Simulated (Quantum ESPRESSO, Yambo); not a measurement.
Planning a run of Yambo 5.3.0 on WS2 (Tungstenite). The input:

```
optics
bss
bse
em1s
dipoles
rim_cut
RandQpts= 1000000
RandGvec= 1 RL
Chimod= "HARTREE"
BSKmod= "SEX"
BSEmod= "resonant"
BSSmod= "d"
BSENGexx= 20 Ry
BSENGBlk= 4 Ry
% BSEQptR
 1 | 1 |
%
% BSEBands
 9 | 15 |
%
% BEnRange
 0 | 5 | eV
%
% BDmRange
 0.1 | 0.1 | eV
%
BEnSteps= 101
% BLongDir
 1 | 0 | 0 |
%
% BndsRnXs
 5 | 25 |
%
NGsBlkXs= 4 Ry
% LongDrXs
 1 | 1 | 1 |
%
% KfnQP_E
 0.534 | 1.0 | 1.0 |
%
WRbsWF
FFTGvecs= 30 Ry
```

```sh
OMP_NUM_THREADS=1 mpirun -n 8 yambo -F bse6.in -J bse6 -C bse6 > bse6.log
```

The stored states that it reads are on a 6×6×6 mesh. The structure is trigonal, space group R3m (No. 160). Conventional cell: a = 3.158 Å, b = 3.158 Å, c = 18.490 Å, α = 90.00°, β = 90.00°, γ = 120.00°. Nearest to W lie 6 S at 2.40 Å. Nearest to S lie 3 W at 2.40 Å. Nearest to S lie 3 W at 2.40 Å. Farther neighbours and most contacts between anions are not listed.

How long will it take on 8 MPI ranks of Arm Neoverse V1, shared host, and how much memory?

It took 54 s; on shared hardware allow 27 s to 1.8 min. Peak host memory was 3.3 GiB.

The kernel grows as the square of the matrix size, and full diagonalisation as its cube.

[Paths, hosts, dates, memory and timing lines, banners, echoed tables and standing remarks are left out of the program output.]

[Logs are printed without paths, hosts, clocks, repeated set-up lines and the standing remarks that a program may print on its own settings, such as how far it seeks lower states.]

[Runs of the session that timed out or met a known fault of the program may be left out.]

[Hosts, paths, dates, database ids (printed as entryN), source tags and the programs' standing remarks are cut or masked in the printed files.]
